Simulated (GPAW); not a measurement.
# free-standing triangular Re monolayer, spacing 3.288 A: parallel, opposed and spinless runs

A self-consistent run ends on one state, which hangs on the start. Several orders of free-standing triangular Re monolayer, spacing 3.288 A are started in GPAW and their energies compared.

Program: GPAW 26.7.0. Level of theory: LDA; plane waves with GPAW's PAW setups, scalar-relativistic. Results are calculated unless marked as measured.

Report form: the programs' logs are mostly left out.

## 1. The starting structure

The cell holds 1 atom: 1 Re. Its edges and angles: a = 3.288 Å, b = 3.288 Å, c = 14.000 Å, α = 90.0°, β = 90.0°, γ = 120.0°. model lattice. Vacuum lies along c.

Structure file:

```
Re
1.0
     3.28800    0.00000    0.00000
    -1.64400    2.84749    0.00000
     0.00000    0.00000   14.00000
Re
1
Direct
  0.00000 0.00000 0.50000
```

## 2. Run 1 (ferro +)

Parallel moments need no larger cell; this start tests for a ferromagnetic state only.

order1.py reads:

```python
import json
import numpy as np
from ase import Atoms
from ase.parallel import paropen, parprint
from gpaw import GPAW

atoms = Atoms(['Re'],
    cell=[[3.288, 0.0, 0.0],
         [-1.644, 2.847492, 0.0],
         [0.0, 0.0, 14.0]],
    scaled_positions=[[0.0, 0.0, 0.5]],
    pbc=True,
    magmoms=[1.0])
atoms.calc = GPAW(mode={'name': 'pw', 'ecut': 550},
    xc='LDA',
    kpts={'size': (10, 10, 1), 'gamma': True},
    occupations={'name': 'fermi-dirac', 'width': 0.1},
    convergence={'density': 1e-05, 'energy': 1e-05},
    maxiter=200,
    symmetry={'tolerance': 1e-4},
    txt='order1.txt')
e = atoms.get_potential_energy(force_consistent=True)
res = {'free_energy': e, 'energy_sigma0': atoms.get_potential_energy(), 'fermi_energy': atoms.calc.get_fermi_level()}
res['moments'] = atoms.get_magnetic_moments().tolist()
res['total'] = atoms.get_magnetic_moment()
parprint('site moments (muB):', np.round(res['moments'], 3))
parprint(f"total moment: {res['total']:.3f} muB")
parprint(f'free energy: {e:.6f} eV')
atoms.calc.write('order1.gpw')
with paropen('results.json', 'w') as f:
    json.dump(res, f)
```

Started as:

```bash
OMP_NUM_THREADS=1 mpirun -n 2 gpaw python order1.py > order1.log
```

Elapsed: 14 s, on 2 MPI ranks of Arm Neoverse V2, shared host; peak memory 0.42 GiB; 27 s of CPU time.

This step gave:

* magnetization: 2.156 μB
* final state: ferromagnetic
* largest moment: 1.686 μB

After 14 cycles the largest moment stands at 1.69 μB.

## 3. Order 2, typed as antiferro q=(0,1/2,0) +-

An opposed order shows whether the pairs that it reverses prefer unlike signs.

The cell is doubled to 2 atoms to hold this order. Its mesh is chosen so that both cells sample the same points.

order2.py is the script of step 2 with these lines changed:

```diff
@@ -6,12 +6,13 @@
 
-atoms = Atoms(['Re'],
+atoms = Atoms(['Re', 'Re'],
     cell=[[3.288, 0.0, 0.0],
-         [-1.644, 2.847492, 0.0],
+         [-3.288, 5.694984, 0.0],
          [0.0, 0.0, 14.0]],
-    scaled_positions=[[0.0, 0.0, 0.5]],
+    scaled_positions=[[0.0, 0.0, 0.5],
+         [0.0, 0.5, 0.5]],
     pbc=True,
-    magmoms=[1.0])
+    magmoms=[1.0, -1.0])
 atoms.calc = GPAW(mode={'name': 'pw', 'ecut': 550},
     xc='LDA',
-    kpts={'size': (10, 10, 1), 'gamma': True},
+    kpts={'size': (10, 5, 1), 'gamma': True},
     occupations={'name': 'fermi-dirac', 'width': 0.1},
@@ -20,3 +21,3 @@
     symmetry={'tolerance': 1e-4},
-    txt='order1.txt')
+    txt='order2.txt')
 e = atoms.get_potential_energy(force_consistent=True)
@@ -28,3 +29,3 @@
 parprint(f'free energy: {e:.6f} eV')
-atoms.calc.write('order1.gpw')
+atoms.calc.write('order2.gpw')
 with paropen('results.json', 'w') as f:
```

Started as:

```bash
OMP_NUM_THREADS=1 mpirun -n 2 gpaw python order2.py > order2.log
```

Wall time 80 s (2 MPI ranks); peak memory 0.69 GiB.

This step gave:

```yaml
magnetization: 0 μB
final_state: antiferromagnetic
largest_moment: 2.549 μB
```

It lies 227 meV a seeded atom under the first start, and its largest moment is 2.55 μB against 1.69 μB.

## 4. Run 3 (no spin polarisation)

This run holds no moments, which gives a state to set the others against.

nospin.py reads:

```python
import json
import numpy as np
from ase import Atoms
from ase.parallel import paropen, parprint
from gpaw import GPAW

atoms = Atoms(['Re'],
    cell=[[3.288, 0.0, 0.0],
         [-1.644, 2.847492, 0.0],
         [0.0, 0.0, 14.0]],
    scaled_positions=[[0.0, 0.0, 0.5]],
    pbc=True)
atoms.calc = GPAW(mode={'name': 'pw', 'ecut': 550},
    xc='LDA',
    kpts={'size': (10, 10, 1), 'gamma': True},
    occupations={'name': 'fermi-dirac', 'width': 0.1},
    convergence={'density': 1e-05, 'energy': 1e-05},
    maxiter=200,
    symmetry={'tolerance': 1e-4},
    txt='nospin.txt')
e = atoms.get_potential_energy(force_consistent=True)
res = {'free_energy': e, 'energy_sigma0': atoms.get_potential_energy(), 'fermi_energy': atoms.calc.get_fermi_level()}
parprint(f'free energy: {e:.6f} eV')
atoms.calc.write('nospin.gpw')
with paropen('results.json', 'w') as f:
    json.dump(res, f)
```

Started as:

```bash
OMP_NUM_THREADS=1 mpirun -n 2 gpaw python nospin.py > nospin.log
```

Wall time 7.3 s (2 MPI ranks); peak memory 0.36 GiB; 14 s of CPU time.

This step gave:

| Property | Result |
| --- | --- |
| final state | non-magnetic (no spin polarisation) |

It lies 178 meV a seeded atom over the first start.

## 5. Energies of the orders

These are free energies at a smearing of 0.1 eV, so its entropy term is in the differences. They are divided by the number of seeded atoms, so that cells of unlike size compare. Wavevectors q in the names are fractions of the reciprocal vectors of the first run's cell.

Orders:

| start | final state | typed order kept | energy over the lowest (meV a seeded atom) | largest site moment (μB) | net moment (μB a primitive cell) | mesh matched | CPU time (s) |
| --- | --- | --- | --- | --- | --- | --- | --- |
| ferro + | ferromagnetic | yes | 227 | 1.686 | 2.156 | yes | 26.66 |
| antiferro q=(0,1/2,0) +- | antiferromagnetic | yes | 0 | 2.549 | 0 | yes | 160.8 |
| no spin polarisation | non-magnetic | - | 405.4 | 0 | 0 | yes | 14.5 |

## 6. Outcome

* lowest state found: antiferromagnetic (typed antiferro q=(0,1/2,0) +-)
* largest site moment: 2.55 μB
* next state: ferromagnetic, 227 meV a seeded atom higher
* energy gained by spin polarisation: 405 meV a seeded atom

What this shows: The lowest state found is antiferromagnetic, reached from the start antiferro q=(0,1/2,0) +-, with moments up to 2.55 μB. The next state costs 227 meV a seeded atom. Only 3 starts are shown; other collinear patterns, canted and longer-period orders are not.

[Logs and program files are shortened in this print: banners, set-up blocks, solver, clock and traceback lines can be left out without a mark of their own.]

[Logs are printed without paths, hosts, clocks, repeated set-up lines and the standing remarks that a program may print on its own settings, such as how far it seeks lower states.]

[Hosts, paths, dates, database ids (printed as entryN), source tags and the programs' standing remarks are cut or masked in the printed files.]

[Where a cell is said to come from a database of computed structures, the database is the Materials Project.]
